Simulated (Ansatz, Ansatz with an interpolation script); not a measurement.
**Settings in Wannier-interpolated G0W0: AcBr3 (P6_3/m)**

How do the Wannier model and the GW settings move the interpolated bands of AcBr3 (P6_3/m)?

Calculated with Ansatz 0.2.0; maximally localised Wannier functions, LDA, plane waves, PAW; PAW set ansatz+soft_1.

The database entry behind the starting cell is an old determination (1948), so it need not match the best structure at ambient conditions.

## Step 1: The structure

It takes space group P6_3/m (No. 176, hexagonal). The conventional cell has a = 8.070 Å, b = 8.070 Å, c = 4.690 Å, α = 90.00°, β = 90.00°, γ = 120.00°. Nearest to Ac lie 9 Br at 3.20 to 3.22 Å. Nearest to Br lie 3 Ac at 3.20 to 3.22 Å. Farther neighbours and most contacts between anions are not listed.

The cell and positions come from the Crystallography Open Database and are kept as given unless a step says otherwise. Spin-orbit coupling is left out unless a step names it.

## Step 2: Wannier model on 6×6×8

Localised functions give a small Hamiltonian that interpolates between mesh points at no cost.

input.yaml reads:

```yaml
crystal:
  lattice:
    - [8.07, 0.0, 0.0]
    - [-4.035, 6.9888250085, 0.0]
    - [0.0, 0.0, 4.69]
  atoms:
    - { symbol: Ac, position: [0.3333333333, 0.6666666667, 0.25] }
    - { symbol: Ac, position: [0.6666666667, 0.3333333333, 0.75] }
    - { symbol: Br, position: [0.375, 0.292, 0.25] }
    - { symbol: Br, position: [0.083, 0.375, 0.75] }
    - { symbol: Br, position: [0.708, 0.083, 0.25] }
    - { symbol: Br, position: [0.625, 0.708, 0.75] }
    - { symbol: Br, position: [0.917, 0.625, 0.25] }
    - { symbol: Br, position: [0.292, 0.917, 0.75] }
kpoints:
  mp_grid: { grid: [3, 3, 4] }
hamiltonian:
  xc: lda
  pseudopotentials: { kind: paw, azcp: { Br: "soft_1/Br.paw.azcp" }, xc_functional: pbe }
scf:
  occupations: { method: fixed }
  n_extra_bands: 140
output:
  wannier:
    kmesh: [6, 6, 8]
    projections:
      - { species: Ac, l: d, shell: 6 }
      - { species: Ac, l: f, shell: 5 }
      - { species: Br, l: p, shell: 4 }
    minimise: true
    write_hr: true
    seedname: w
    conv_tol: 1.0e-06
    max_iter: 20000
    stability_check: false
    disentanglement:
      window: [1.51, 13.26]
      frozen_window: [1.51, 9.37]
      conv_tol: 1.0e-08
```

Run with:

```
$ ansatz run input.yaml --threads 8 --pin off --max-ram 18432MiB --backend cpu --events-out ev --progress --plain --runs-dir out
```

Numbers of over 12 decimals in the logs are rounded to 6 here.

Output:

```text
Ac: projections on atomic orbitals take those of the free atom [Xe 4f14] 5d10 5f0 6s2 6p6 6d1 7s2, of charge +0.00 (hamiltonian.pseudopotentials.projection_atoms); the dataset's partial waves leave at most 8.6e-6 of an orbital's norm unspanned inside its sphere
scf.n_extra_bands = 140 over 42 filled bands (N_el = 84.0): the run solves 182 bands
Engine: ansatz 0.2.0, aarch64-unknown-linux-gnu
Pseudopotentials: kind: paw
Pseudopotential: Ac, paw, valence charge 21, recommended cutoff 590 eV (normal), Ac.paw.azcp
Pseudopotential: Br, paw, valence charge 7, recommended cutoff 420 eV (normal), soft_1/Br.paw.azcp
Functional definition: SPW92
  exchange = slater_x
  correlation = pw_c
Crystal: 8 atoms, lattice volume = 264.515 Å³
Basis set: ecut = 590 eV, 8635 PW (Γ)
Bands: 182, of which v1, the nominal top of the filled ones, is band 42 counted from 1 (41 counted from 0)
Symmetry: 12 space group operations
Space group: P63/m (ITA 176), of the structure as read, at distance tolerance 6.4e-5 Å
k-points: 9 of 36
Non-local potential: Ac, projectors of the file, l = 0: 3, l = 1: 3, l = 2: 3, l = 3: 3
Non-local potential: Br, projectors of the file, l = 0: 2, l = 1: 2, l = 2: 2
PAW form: soft (Blöchl's): semilocal exchange-correlation on the pseudo side does not see the compensation charge
PAW frozen core: Ac, regenerated for the run's functional, and the local potential with it (the file was generated under x = pbe(κ = 0.804, μ = 0.219515), c = pbe(β = 0.066725))
PAW frozen core: Br, regenerated for the run's functional, and the local potential with it (the file was generated under x = pbe(κ = 0.804, μ = 0.219515), c = pbe(β = 0.066725))
PAW one-centre angular grid: Ac, 590 points (default); XC on 64 Gauss nodes
PAW one-centre angular grid: Br, 110 points (default); XC on 64 Gauss nodes
Initial density: superposition of atomic densities (chi_scale 0.1, normalization cell, long waves kept (reshape's long-wave potential 0.07 eV rms))
Initial wavefunctions: pseudopotential atomic-orbital guess
Functional: x = slater, c = lda
SCF iter   1: F=—  HF=-47540.633377 eV  |F-HF|=—  |Δ(HF+E_count)|=         —  Δρ=6.22e-2  dr2=3.51e1  ethr=3.10e-3  ⟨swp⟩=6.0  Hψ=6007  notcnv=0  defer=1188
preconditioner: auto → Resta (q_TF=auto, 2.254 Å⁻¹)  ε∞=1.5  [insulator: Δε(μ)=1.798 eV  Ē_g=25.877 eV  n_scr=56 (ndim 8)  ℏωp=17.7 eV  f_vac=0.064  ε∞_Penn≈1.5]
SCF iter   2: F=—  HF=-47533.722192 eV  |F-HF|=—  |Δ(HF+E_count)|=    6.91e0  Δρ=2.68e-2  dr2=4.38e0  ethr=3.10e-3  ⟨swp⟩=4.0  Hψ=2321  notcnv=0  defer=1231
SCF iter   3: F=—  HF=-47532.378643 eV  |F-HF|=—  |Δ(HF+E_count)|=    1.34e0  Δρ=8.87e-3  dr2=2.34e-1  ethr=3.10e-3  ⟨swp⟩=2.9  Hψ=700  notcnv=0  defer=1230
[...]
E_local      = -9767.823024  (includes V_loc(G=0)·N_el)
  E_nonlocal   = 1595.244575
  E_hartree    = 3529.367164
  E_xc         = -2398.032758
  E_vxc        = -1111.290680  (∫ρ·V_xc dr)
  E_paw        = -35953.374576  (= ΣΔE_a)
  E_vpaw       = -916.040839  (= ΣTr[D̂ρ^β])
  E_aug_tail   = 0.001584  (compensation charges beyond the density's cutoff)
  E_ewald      = -6125.772653
  E_core_change = 1.958262  (= ΣΔE_core)
  E_smearing   = -0.000000  (= −TS)
  E_closure    = -0.000000  (closes the sum)
  Σ components = -47532.320962   (vs F -47532.320962, Δ=0.00e0)
--- Band table (eV; the first three rows and the last of 9) ---
  k-point 0: bands = [... 38 lower, 4.2974, 4.8627, 4.8627, 4.8842, 8.6676, 9.3778, 9.4377, 9.4377, ... 136 higher]
  k-point 1: bands = [... 38 lower, 4.1649, 4.2042, 4.5384, 4.5384, 9.1415, 9.4289, 9.4289, 10.1064, ... 136 higher]
  k-point 2: bands = [... 38 lower, 4.4280, 4.4280, 4.4280, 4.4280, 10.1315, 10.1315, 10.1315, 10.1315, ... 136 higher]
  k-point 8: bands = [... 38 lower, 4.5211, 4.5211, 4.5608, 4.5608, 10.1766, 10.1766, 10.2149, 10.2149, ... 136 higher]
Wannier search: line search 1 of at most 20000: gauge-dependent spread (as the search counts it) 24.1191858 Å², largest recent change 1.4e0 Å² against conv_tol 1.0e-6 Å², 0 stops escaped
Wannier search: line search 100 of at most 20000: gauge-dependent spread (as the search counts it) 19.5347751 Å², largest recent change 3.9e-2 Å² against conv_tol 1.0e-6 Å², 0 stops escaped
Wannier search: line search 200 of at most 20000: gauge-dependent spread (as the search counts it) 16.2809052 Å², largest recent change 1.4e-2 Å² against conv_tol 1.0e-6 Å², 0 stops escaped
Wannier search: line search 300 of at most 20000: gauge-dependent spread (as the search counts it) 15.4899549 Å², largest recent change 7.3e-3 Å² against conv_tol 1.0e-6 Å², 0 stops escaped
Wannier search: line search 400 of at most 20000: gauge-dependent spread (as the search counts it) 14.6994608 Å², largest recent change 5.3e-3 Å² against conv_tol 1.0e-6 Å², 0 stops escaped
Wannier search: line search 500 of at most 20000: gauge-dependent spread (as the search counts it) 14.4223358 Å², largest recent change 1.9e-3 Å² against conv_tol 1.0e-6 Å², 0 stops escaped
Wannier search: line search 600 of at most 20000: gauge-dependent spread (as the search counts it) 14.2958172 Å², largest recent change 9.5e-4 Å² against conv_tol 1.0e-6 Å², 0 stops escaped
Wannier search: line search 700 of at most 20000: gauge-dependent spread (as the search counts it) 14.2353222 Å², largest recent change 4.3e-4 Å² against conv_tol 1.0e-6 Å², 0 stops escaped
[...]
Wannier search: line search 15700 of at most 20000: gauge-dependent spread (as the search counts it) 13.9012542 Å², largest recent change 1.7e-6 Å² against conv_tol 1.0e-6 Å², 0 stops escaped
Wannier search: line search 15800 of at most 20000: gauge-dependent spread (as the search counts it) 13.9011279 Å², largest recent change 1.3e-6 Å² against conv_tol 1.0e-6 Å², 0 stops escaped
Wannier search: line search 15900 of at most 20000: gauge-dependent spread (as the search counts it) 13.9010129 Å², largest recent change 1.3e-6 Å² against conv_tol 1.0e-6 Å², 0 stops escaped
Wannier search: line search 16000 of at most 20000: gauge-dependent spread (as the search counts it) 13.9009082 Å², largest recent change 1.2e-6 Å² against conv_tol 1.0e-6 Å², 0 stops escaped
[key lines of the parts left out:]
SCF converged after 8 iterations
Free energy (F): -47532.320962 eV
Fermi energy:    4.884195 eV
```

The job ended after 9.6 min (8 threads of Arm Neoverse V1, shared host; peak memory 8.7 GiB).

The column dr2 measures how far the density is from self-consistency, as an energy; F and HF (Harris–Foulkes) agree once it is small.

This step gave:

* gauge-invariant spread: 88.06 Å²
* diagonal spread: 0.07027 Å²
* off-diagonal spread: 13.83 Å²
* total spread: 102.0 Å²
* least projectability: 0.5552
* localisation steps: 16087
* disentanglement steps: 297
* r.m.s. interpolation error: 1.23e-4 eV
* r.m.s. error near the gap: 1.38e-4 eV

Near the gap the model misses directly solved bands by 0.1 meV r.m.s. and by 3 meV at most in the window tested. This tests the starting bands, not the corrections carried with them.

## Step 3: G0W0: 3×3×4 mesh, 789 empty bands, screening to 120 eV, PAW set soft_1 files

Now the one-shot GW correction: screening in the RPA, then the self-energy of the levels asked for.

This step: G0W0 on LDA, plane waves, PAW; PAW set ansatz+soft_1.

input.yaml, the sections that differ from step 2:

```yaml
scf:
  occupations: { method: fixed }
gw:
  n_empty_bands: 789
  ecut_chi: 120.0
  qp_bands: [v18, c3]
  screening: { model: contour_deformation }
# crystal, kpoints, hamiltonian: as in step 2
# output: removed
```

Output:

```text
[...]
Crystal: 8 atoms, lattice volume = 264.515 Å³
Basis set: ecut = 590 eV, 8635 PW (Γ)
Bands: 51, of which v1, the nominal top of the filled ones, is band 42 counted from 1 (41 counted from 0)
[... 1 set-up line as in the run before ...]
[...]
k-points: 9 of 36
[...]
0    32      3.2787   -18.5393     2.5544   -14.8895  0.7705     2.1628     2.1834  root
[...]
8    42      4.5608   -19.5284     2.2464   -16.2541  0.7817     3.5188     3.5329  root
     8    43     10.1767    -7.9950    -4.5542   -13.6853  0.8062    11.3285    11.3127  root
     8    44     10.1767    -7.9950    -4.5542   -13.6853  0.8062    11.3285    11.3127  root
     8    45     10.2149    -7.6778    -4.5550   -13.2274  0.8042    11.2219    11.2094  root
[key lines of the parts left out:]
SCF converged after 9 iterations
Free energy (F): -47532.320962 eV
Fermi energy:    4.884162 eV
```

Wall time 22 min (8 threads); peak memory 12 GiB; 2.8 h of CPU time.

The G0W0 gap on the mesh is 5.592 eV.

## Step 4: G0W0: 3×3×2 mesh, 789 empty bands, screening to 120 eV, PAW set soft_1 files

Edit input.yaml of step 3 so:

```diff
@@ -15,3 +15,3 @@
 kpoints:
-  mp_grid: { grid: [3, 3, 4] }
+  mp_grid: { grid: [3, 3, 2] }
 hamiltonian:
```

Output:

```text
[...]
Crystal: 8 atoms, lattice volume = 264.515 Å³
Basis set: ecut = 590 eV, 8635 PW (Γ)
Bands: 51, of which v1, the nominal top of the filled ones, is band 42 counted from 1 (41 counted from 0)
[... 1 set-up line as in the run before ...]
[...]
k-points: 6 of 18
[...]
0    32      3.2807   -18.5463     2.5675   -14.8889  0.7697     2.1700     2.1908  root
[...]
5    42      4.5628   -19.5404     2.2628   -16.2534  0.7810     3.5244     3.5385  root
     5    43     10.1765    -7.9913    -4.5624   -13.6866  0.8056    11.3251    11.3093  root
     5    44     10.1765    -7.9913    -4.5624   -13.6866  0.8056    11.3251    11.3093  root
     5    45     10.2144    -7.6886    -4.5492   -13.2283  0.8040    11.2173    11.2049  root
[key lines of the parts left out:]
SCF converged after 9 iterations
Free energy (F): -47532.297281 eV
Fermi energy:    4.886338 eV
```

Elapsed: 8.1 min, on 8 threads; peak memory 10 GiB.

The G0W0 gap on the mesh is 5.592 eV.

## Step 5: G0W0: 3×3×4 mesh, 366 empty bands, screening to 72 eV, PAW set soft_1 files

Edit input.yaml of step 4 so:

```diff
@@ -15,3 +15,3 @@
 kpoints:
-  mp_grid: { grid: [3, 3, 2] }
+  mp_grid: { grid: [3, 3, 4] }
 hamiltonian:
@@ -22,4 +22,4 @@
 gw:
-  n_empty_bands: 789
-  ecut_chi: 120.0
+  n_empty_bands: 366
+  ecut_chi: 72
   qp_bands: [v18, c3]
```

Output:

```text
[...]
Crystal: 8 atoms, lattice volume = 264.515 Å³
Basis set: ecut = 590 eV, 8635 PW (Γ)
Bands: 51, of which v1, the nominal top of the filled ones, is band 42 counted from 1 (41 counted from 0)
[... 1 set-up line as in the run before ...]
[...]
k-points: 9 of 36
[...]
0    32      3.2787   -18.5393     2.7716   -14.8895  0.7734     2.3878     2.4005  root
[...]
8    42      4.5608   -19.5284     2.5069   -16.2541  0.7851     3.7857     3.7933  root
     8    43     10.1767    -7.9950    -4.3685   -13.6853  0.8080    11.5203    11.4984  root
     8    44     10.1767    -7.9950    -4.3685   -13.6853  0.8080    11.5203    11.4984  root
     8    45     10.2149    -7.6778    -4.3634   -13.2274  0.8062    11.4191    11.4010  root
[key lines of the parts left out:]
SCF converged after 9 iterations
Free energy (F): -47532.320962 eV
Fermi energy:    4.884162 eV
```

Elapsed: 5.4 min, on 8 threads; peak memory 4.9 GiB.

The G0W0 gap on the mesh is 5.456 eV.

## Step 6: Interpolated results

Times are wall times on 8 threads of Arm Neoverse V1, shared host, good to a factor of about two.

| GW mesh | empty bands | cutoff (eV) | frequency | gap on mesh (eV) | gap over zone (eV) | direct gap (eV) | valence width (eV) | GW time |
| --- | --- | --- | --- | --- | --- | --- | --- | --- |
| 3×3×4 | 789 | 120 | contour deformation | 5.592 | 5.592 | 5.592 | 3.354 | 22 min |
| 3×3×2 | 789 | 120 | contour deformation | 5.592 | 5.594 | 5.594 | 3.370 | 8.1 min |
| 3×3×4 | 366 | 72 | contour deformation | 5.456 | 5.456 | 5.456 | 3.466 | 5.4 min |

## Step 7: Results

| Property | Result |
| --- | --- |
| 3×3×4 mesh, 789 empty bands, screening to 120 eV, PAW set soft_1 files | 5.59 eV |
| 3×3×2 mesh, 789 empty bands, screening to 120 eV, PAW set soft_1 files | 5.59 eV |
| 3×3×4 mesh, 366 empty bands, screening to 72 eV, PAW set soft_1 files | 5.46 eV |

The largest change, −0.14 eV in the gap over the zone, comes with 3×3×4 mesh, 366 empty bands, screening to 72 eV, PAW set soft_1 files. The first run is a reference, not a converged one, and where a row moves several settings no single cause can be named. Rows on another GW mesh add that mesh's corrections to the bands of the one model. With 3×3×2 mesh, 789 empty bands, screening to 120 eV, PAW set soft_1 files the gap over the zone moves by +0.002 eV and that on the mesh by −0.0004 eV. With 3×3×4 mesh, 366 empty bands, screening to 72 eV, PAW set soft_1 files the gap over the zone moves by −0.14 eV and that on the mesh by −0.14 eV. Gaps over the zone and on the mesh differ where an edge lies off the mesh, or where a GW run starts from another density: the starting gap over the zone is 3.784 eV, on the GW meshes it is 3.784 eV and 3.782 eV. The compound holds f electrons or empty f levels, where one-shot G0W0 is unsure. The many-body steps are scalar-relativistic: spin-orbit coupling is not in them.

[Paths, hosts, dates, memory and timing lines, banners, echoed tables and standing remarks are left out of the program output.]

[Logs are printed without paths, hosts, clocks, repeated set-up lines and the standing remarks that a program may print on its own settings, such as how far it seeks lower states.]

[Runs of the session that timed out or met a known fault of the program may be left out.]

[Hosts, paths, dates, database ids (printed as entryN), source tags and the programs' standing remarks are cut or masked in the printed files.]
